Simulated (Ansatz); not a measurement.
# Phonons of Mo3AuN antiperovskite, part 2 of 2

The plan: relax Mo3AuN antiperovskite, check its phonons, and, if the lattice is stable, compute its Eliashberg function and ρ(T).

Ansatz 0.2.0; DFT PBEsol, scalar-relativistic, plane waves, PAW.

So far. Step 2 (Relaxing cell and atoms): The largest force is now zero by symmetry and the largest stress component 6.4e-4 GPa, small enough for phonons. The relaxed cell has a = 4.085 Å (conventional setting).

The structure was built from a prototype and need not be the compound's stable phase.

### 3. Phonons by linear response: q 2×2×2, k 4×4×4

Before any scattering is computed, the phonons show whether the structure is a minimum.

File input.yaml:

```yaml
crystal:
  lattice:
    - [4.0847064294, 0.0, 0.0]
    - [0.0, 4.0847064294, 0.0]
    - [0.0, 0.0, 4.0847064294]
  atoms:
    - { symbol: Au, position: [0.0, 0.0, 0.0] }
    - { symbol: Mo, position: [0.5, 0.5, 0.0] }
    - { symbol: Mo, position: [0.5, 0.0, 0.5] }
    - { symbol: Mo, position: [0.0, 0.5, 0.5] }
    - { symbol: "N", position: [0.5, 0.5, 0.5] }
kpoints:
  mp_grid: { grid: [4, 4, 4] }
hamiltonian:
  xc: pbesol
scf:
  occupations: { method: methfessel_paxton, width: 0.2 }
output:
  eigenvalues: true
phonons:
  method: dfpt
  qmesh: [2, 2, 2]
  temperatures: { t_max: 1000, t_step: 50 }
  qpath:
    path:
      - [[0.0, 0.0, 0.0], [0.0, 0.5, 0.0], [0.5, 0.5, 0.0], [0.0, 0.0, 0.0], [0.5, 0.5, 0.5], [0.0, 0.5, 0.0]]
      - [[0.5, 0.5, 0.5], [0.5, 0.5, 0.0]]
    npoints: 10
```

Launch:

```sh
$ ansatz run input.yaml --threads 4 --pin off --max-ram 16384MiB --backend cpu --events-out ev --progress --plain --runs-dir out
```

Numbers of over 12 decimals in the logs are rounded to 6 here.

The program printed:

```text
[...]
Crystal: 5 atoms, lattice volume = 68.153 Å³
Basis set: ecut = 420 eV, 1357 PW (Γ), exchange–correlation on 60×60×60 points (8 copies of the dense FFT grid, shifted against one another)
Bands: 40, of which v1, the nominal top of the filled ones, is band 33 counted from 1 (32 counted from 0)
Symmetry: 48 space group operations
k-points: 10 of 64
[...]
SCF iter   1: F=—  HF=-28078.912820 eV  |F-HF|=—  |Δ(HF+E_count)|=         —  Δρ=1.07e-2  dr2=6.17e-2  ethr=1.77e-3  ⟨swp⟩=4.9  Hψ=1346  notcnv=0
[...]
SCF iter  10: F=-28078.898395 eV  HF=-28078.898395 eV  |F-HF|=7.28e-12  |Δ(HF+E_count)|=  3.64e-12  S|Δr|=    0.00e0  Δρ=2.73e-8  dr2=4.90e-13  ethr=1.00e-12  ⟨swp⟩=8.4  Hψ=1740  notcnv=0
SCF 1 converged in 10 iterations: F = -28078.898395 eV  dr2 = 4.90e-13
[...]
SCF iter   1: F=—  HF=-28078.898401 eV  |F-HF|=—  |Δ(HF+E_count)|=         —  Δρ=1.24e-6  dr2=1.08e-9  ethr=5.32e-8  ⟨swp⟩=3.3  Hψ=2428  notcnv=0
eigensolver tolerance schedule: the retry pair's looser diagonalisation over-reported the residual by 32432.37 of it (diagonalisation noise at 1.26 of the residual, at the tolerance the schedule requests for it); recorded, not acted on — ethr = c·dr2/N_el stays at c = 1.0e-1
[...]
SCF iter   2: F=—  HF=-28078.898395 eV  |F-HF|=—  |Δ(HF+E_count)|=   5.48e-6  S|Δr|=    0.00e0  Δρ=6.99e-7  dr2=3.09e-10  ethr=1.64e-12  ⟨swp⟩=3.8  Hψ=1019  notcnv=0
[...]
SCF iter   6: F=-28078.898395 eV  HF=-28078.898395 eV  |F-HF|=7.28e-12  |Δ(HF+E_count)|=  7.28e-12  S|Δr|=    0.00e0  Δρ=1.16e-7  dr2=9.39e-12  ethr=1.00e-12  ⟨swp⟩=1.0  Hψ=840  notcnv=0
SCF 2 converged in 6 iterations: F = -28078.898395 eV  dr2 = 9.39e-12
phonons: the bands overlap, so this run is a metal and interpolates without the dipole-dipole term. If the crystal is really an insulator or semiconductor, its LO-TO splitting is missing
NSCF: frozen V_eff on 10 k-points
[...]
DFPT response loops at q = (0, 0, 0) (fractional): preconditioner auto → Kerker (q_TF=auto, 2.714 Å⁻¹) (partly filled bands, converged f_vac=0.000); β = 1.00, the filter's whole step (`scf.mixing.beta` (0.50) is not read by the response loops under this deck's `scf.mixing.preconditioner`; to damp them name `kerker` or `kerker_dos`, under which they read `scf.mixing.beta`, and type it under 1.00, their step now; both keys bind the ground state too); Broyden in place of MSR1
[...]
SCF converged after 10 iterations
Stability not checked: this state was not tested for a lower state beside it, because cold or Methfessel-Paxton smearing, or corrected tetrahedra, fill the levels in a way that the test cannot read (fill_not_monotonic; see scf.lower_state_search)
Free energy (F): -28078.898395 eV
[...]
Internal energy: -28078.899877 eV  (E = F + TS)
E sigma→0 (E₀):  -28078.898766 eV
Entropy (-TS):   0.001481 eV (0.296 meV/atom)
Fermi energy:    20.966478 eV
[...]
--- Band table (eV; the first three rows and the last of 10) ---
  k-point 0: bands = [... 29 lower, 19.8593, 19.8593, 22.1330, 22.1330, 22.4086, 22.4086, 22.4086, 24.0157, ... 3 higher]
  k-point 1: bands = [... 29 lower, 18.9757, 20.1206, 21.1364, 21.1364, 21.1636, 21.9872, 22.2823, 23.1584, ... 3 higher]
  k-point 2: bands = [... 29 lower, 18.0399, 20.2374, 20.7465, 21.1806, 21.1806, 21.4797, 22.1772, 22.2456, ... 3 higher]
  k-point 9: bands = [... 29 lower, 20.7552, 20.7552, 20.7552, 20.9150, 20.9150, 20.9150, 22.6930, 22.6930, ... 3 higher]
--- Phonons (Γ-DFPT): 4 representative perturbations + reference (Σ response iterations 12) ---
  ASR residual: 5.577e-5 → 0.000e0 eV/Å²; symmetrization residual: 3.366e-6 eV/Å²
  ASR residual per site (eV/Å²): 3.80e-5 2.34e-5 2.34e-5 2.34e-5 5.58e-5
  Γ frequencies (cm⁻¹): -128.95 -128.95 -128.95 0.00 0.00 0.00 110.12 110.12 110.12 141.00 141.00 141.00 624.78 624.78 624.78
--- Phonons (arbitrary-q DFPT): 4 irreducible q on the 2×2×2 mesh ---
  q = [0.0000, 0.0000, 0.0000] (star 1, of the zone-centre solve; hermiticity 3.28e-7, symmetrization 2.16e-13): -128.95 -128.95 -128.95 -0.00 -0.00 0.00 110.12 110.12 110.12 141.00 141.00 141.00 624.78 624.78 624.78
  q = [0.0000, 0.0000, -0.5000] (star 3, 9 solved perturbations in 216 linear systems a pass and spin channel, the states on 27 of 64 k-point pairs; hermiticity 3.34e-7, symmetrization 1.71e-13): -76.38 -76.38 72.90 72.90 84.91 113.62 116.29 116.29 143.06 143.06 175.03 267.47 634.28 634.28 687.87
[...]
sum rule: each row above includes the acoustic sum rule's correction from the zone centre's row sums; it moved no ω² by more than (1.04 cm⁻¹)²
  mesh force constants: q→R imaginary residual 4.90e-18; ASR residual 5.577e-5 → 0.000e0 eV/Å²; symmetrization residual 1.776e-14 eV/Å²
  interpolated dispersion: 62 rows × 15 modes
  density of states and harmonic sums: on the 16×16×16 q-mesh, interpolated from the force constants of a 2×2×2 supercell (no non-analytic term)
  largest difference from the sums on the solved wave vectors: F 1.80e-1 eV, S 2.62e-4 and C_V 8.34e-5 eV/K
  zero-point energy: 0.212543 eV/cell   skipped modes (ω ≤ 0): 110, of them read as no rigid motion or as one in doubt: 107 (5.383e-1 modes/cell left out, lowest -128.95 cm⁻¹)   left out of the sums: 3.59e-2 of the cell's modes: C_V's classical limit lies that fraction below 3 k_B per atom; for a crystal, a wire or a layer, F and S can be off by more, and a phonons.interpolated_qmesh denser along its periods is the remedy for the sampling
```

Wall time 65 s (4 threads of Arm Neoverse V1, shared host); peak memory 0.62 GiB.

This step gave:

| Item | Value |
| --- | --- |
| share of imaginary modes in the plain interpolation between solved wavevectors | 0.0363 |
| highest frequency, solved or plainly interpolated | 687.9 cm⁻¹ |

Solved on the 2×2×2 mesh alone; all other wavevectors are interpolated. The phonon branches at the labelled points (cm⁻¹):

```
    point  branch 1  branch 2  branch 3  branch 4  branch 12  branch 13  branch 14  branch 15
        Γ      -129      -129      -129         0        141        625        625        625
  halfway      -107      -107        54        54        185        630        630        655
        X       -76       -76        73        73        268        634        634        688
  halfway        40        81        94        95        260        644        652        681
        M        90        90        96       101        274        655        674        674
  halfway       -72        67        79        90        202        637        653        654
        Γ      -129      -129      -129         0        141        625        625        625
  halfway        72        72        99       108        221        653        653        655
        R        45        45        45        65        292        661        661        661
  halfway        75        88        89        96        262        654        655        674
        X       -76       -76        73        73        268        634        634        688
jump to R        45        45        45        65        292        661        661        661
  halfway        78        79        79        88        279        657        668        668
        M        90        90        96       101        274        655        674        674
```

Among the solved wavevectors the lowest mode, translations apart, is -129 cm⁻¹, imaginary.

### 4. Lattice stability: q 2×2×2, k 6×6×6

An imaginary mode on so few k-points may come from the sampling, so the phonons are repeated with another k mesh.

input.yaml: that of step 3 with these lines changed.

```diff
@@ -12,3 +12,3 @@
 kpoints:
-  mp_grid: { grid: [4, 4, 4] }
+  mp_grid: { grid: [6, 6, 6] }
 hamiltonian:
```

The mesh is denser.

The program printed:

```text
[...]
Crystal: 5 atoms, lattice volume = 68.153 Å³
Basis set: ecut = 420 eV, 1357 PW (Γ), exchange–correlation on 60×60×60 points (8 copies of the dense FFT grid, shifted against one another)
Bands: 40, of which v1, the nominal top of the filled ones, is band 33 counted from 1 (32 counted from 0)
Symmetry: 48 space group operations
k-points: 20 of 216
[...]
SCF iter   1: F=—  HF=-28078.978375 eV  |F-HF|=—  |Δ(HF+E_count)|=         —  Δρ=1.07e-2  dr2=6.79e-2  ethr=1.77e-3  ⟨swp⟩=5.0  Hψ=2701  notcnv=0
[...]
SCF iter  10: F=-28078.964006 eV  HF=-28078.964006 eV  |F-HF|=1.46e-11  |Δ(HF+E_count)|=  7.28e-12  S|Δr|=    0.00e0  Δρ=2.42e-8  dr2=3.02e-13  ethr=1.00e-12  ⟨swp⟩=8.8  Hψ=3475  notcnv=0
SCF 1 converged in 10 iterations: F = -28078.964006 eV  dr2 = 3.02e-13
[...]
SCF iter   7: F=-28078.964006 eV  HF=-28078.964006 eV  |F-HF|=3.64e-12  |Δ(HF+E_count)|=  7.28e-12  S|Δr|=    0.00e0  Δρ=6.74e-8  dr2=2.69e-12  ethr=1.00e-12  ⟨swp⟩=2.0  Hψ=1463  notcnv=0
SCF 2 converged in 7 iterations: F = -28078.964006 eV  dr2 = 2.69e-12
[...]
SCF converged after 10 iterations
[...]
Free energy (F): -28078.964006 eV
[...]
Internal energy: -28078.962846 eV  (E = F + TS)
E sigma→0 (E₀):  -28078.963716 eV
Entropy (-TS):   -0.001160 eV (-0.232 meV/atom)
Fermi energy:    20.948644 eV
[...]
--- Band table (eV; the first three rows and the last of 20) ---
  k-point 0: bands = [... 29 lower, 19.8512, 19.8512, 22.1314, 22.1314, 22.4122, 22.4122, 22.4122, 24.0264, ... 3 higher]
  k-point 1: bands = [... 29 lower, 19.4981, 19.9666, 21.5678, 21.5678, 21.7389, 22.0661, 22.3454, 23.6130, ... 3 higher]
  k-point 2: bands = [... 29 lower, 18.2854, 20.3252, 20.6654, 20.9977, 20.9977, 21.8634, 22.2290, 22.6911, ... 3 higher]
  k-point 19: bands = [... 29 lower, 20.7528, 20.7528, 20.7528, 20.9087, 20.9087, 20.9087, 22.7011, 22.7011, ... 3 higher]
[...]
ASR residual: 5.656e-5 → 0.000e0 eV/Å²; symmetrization residual: 2.455e-6 eV/Å²
  ASR residual per site (eV/Å²): 2.45e-5 4.29e-5 4.29e-5 4.29e-5 5.66e-5
[...]
--- Phonons (arbitrary-q DFPT): 4 irreducible q on the 2×2×2 mesh ---
[...]
interpolated dispersion: 62 rows × 15 modes
[...]
```

Elapsed: 2.3 min, on 4 threads; peak memory 0.83 GiB.

Numbers from this step:

* share of imaginary modes in the plain interpolation between solved wavevectors: 0.0279
* highest frequency, solved or plainly interpolated: 707.5 cm⁻¹

Solved on the 2×2×2 mesh alone; all other wavevectors are interpolated. Phonon branches along the path, in cm⁻¹:

```
    point  branch 1  branch 2  branch 3  branch 4  branch 12  branch 13  branch 14  branch 15
        Γ       -97       -97       -97         0        147        625        625        625
  halfway       -80       -80        54        54        193        630        630        664
        X       -59       -59        74        74        268        636        636        708
  halfway        31        85        95        96        259        636        658        696
        M        71        94        94       112        269        637        684        684
  halfway       -53        71        78        93        206        634        661        662
        Γ       -97       -97       -97         0        147        625        625        625
  halfway        76        76       108       111        220        660        660        662
        R        71        71        71        96        282        692        692        692
  halfway        80        89       101       110        258        659        660        692
        X       -59       -59        74        74        268        636        636        708
jump to R        71        71        71        96        282        692        692        692
  halfway        85        85        94       104        271        661        688        688
        M        71        94        94       112        269        637        684        684
```

The modes has structure finer than the step of the table below, so its rows give means over 20 cm⁻¹, whole bins alone (the curve runs from -107 to 737 cm⁻¹). Peaks (cm⁻¹: height): Au 83.9: 0.0505, 147.6: 0.0342; Mo 105.1: 0.106, 152.9: 0.0895, 259.2: 0.0247; N 641.7: 0.0472, 684.2: 0.046.

Phonopy on the run's constants, 13x13x13 mesh, Gaussian sigma 6.0 cm⁻¹. Modes against wavenumber; means over each step; values in 1/cm⁻¹/cell:

```
wavenumber (cm⁻¹)       Au       Mo        N
              -80   2.3e-4  0.00279   4.5e-4
              -60   5.5e-4  0.00563   8.3e-4
              -40   3.6e-4  0.00439   6.3e-4
              -20   1.9e-4  0.00315   4.5e-4
                0   5.2e-5   4.6e-4   6.6e-5
               20   5.4e-4  0.00273   3.4e-4
               40  0.00246  0.00611   6.2e-4
               60  0.00955   0.0133  0.00101
               80   0.0408   0.0305  0.00103
              100   0.0384   0.0756  0.00122
              120   0.0110   0.0728  0.00136
              140   0.0229   0.0666  0.00109
              160   0.0208   0.0757  0.00106
              180  0.00205   0.0335   7.2e-4
              200   2.0e-5  0.00292   1.6e-4
              220        0  0.00566   3.2e-4
              240   2.0e-6   0.0102   3.5e-4
              260   5.9e-6   0.0208   3.9e-4
              280        0  0.00412   5.4e-5
              300        0   4.9e-5   2.7e-7
              320        0        0        0
              340        0        0        0
              360        0        0        0
              380        0        0        0
              400        0        0        0
              420        0        0        0
              440        0        0        0
              460        0        0        0
              480        0        0        0
              500        0        0        0
              520        0        0        0
              540        0        0        0
              560        0        0        0
              580        0        0        0
              600        0   1.9e-6   9.7e-6
              620        0  0.00139  0.00707
              640        0  0.00680   0.0399
              660        0  0.00294   0.0328
              680        0   9.9e-4   0.0405
              700        0   1.2e-4   0.0169
              720        0   1.9e-6   5.0e-4
```

No LO-TO term; unit eigenvectors of the mass-weighted matrix. The modes at Γ (shares of kinetic energy by element, %) (negative means imaginary):

```
mode  frequency (cm⁻¹)  symmetry  Au %  Mo %  N %
   1             -97.4       T1u     5    80   15
   2             -97.4       T1u     5    80   15
   3             -97.4       T1u     5    80   15
   4               0.0       T1u    39    58    3
   5               0.0       T1u    39    58    3
   6               0.0       T1u    39    58    3
   7             100.9       T2u     0   100    0
   8             100.9       T2u     0   100    0
   9             100.9       T2u     0   100    0
  10             147.2       T1u    55    45    0
  11             147.2       T1u    55    45    0
  12             147.2       T1u    55    45    0
  13             624.8       T1u     0    17   83
  14             624.8       T1u     0    17   83
  15             624.8       T1u     0    17   83
```

Displacements in mode 3 (-97.4 cm⁻¹), the largest set to 1:
```
Au1  0.00 -0.16  0.03
Mo2  0.01 -0.30 -0.13
Mo3  0.01  0.79  0.05
Mo4 -0.02 -0.30  0.05
N5  -0.02  1.00 -0.17
```

Displacements in mode 15 (624.8 cm⁻¹), the largest set to 1:
```
Au1  0.00  0.00  0.00
Mo2  0.00  0.01  0.02
Mo3  0.00 -0.17  0.00
Mo4  0.00  0.01  0.00
N5   0.00  1.00 -0.09
```

Among the solved wavevectors the lowest mode, translations apart, is -97.4 cm⁻¹, imaginary.

### 5. Results

| Quantity | Value |
| --- | --- |
| phonon run of the rows without a label of their own | PBEsol, q 2×2×2, k 6×6×6 |
| softest mode on the q mesh | -97.4 cm⁻¹ at q = (0, 0, 0) |
| highest frequency, solved or plainly interpolated | 708 cm⁻¹ |

In words: The lattice is dynamically unstable at this level: a mode at q = (0, 0, 0) is imaginary, 97.4i cm⁻¹, so no harmonic coupling constant or resistivity is defined for this structure. These meshes are coarse, and single modes of a metal can move by tens of cm⁻¹ with the k mesh. Spin–orbit coupling, left out here, matters for Au. The phonon runs are not spin-polarised. The structure was built by hand as an ordered model, and its stability against other phases was not tested.

[Logs are printed without paths, hosts, clocks, repeated set-up lines and the standing remarks that a program may print on its own settings, such as how far it seeks lower states.]

[Hosts, paths, dates, database ids (printed as entryN), source tags and the programs' standing remarks are cut or masked in the printed files.]
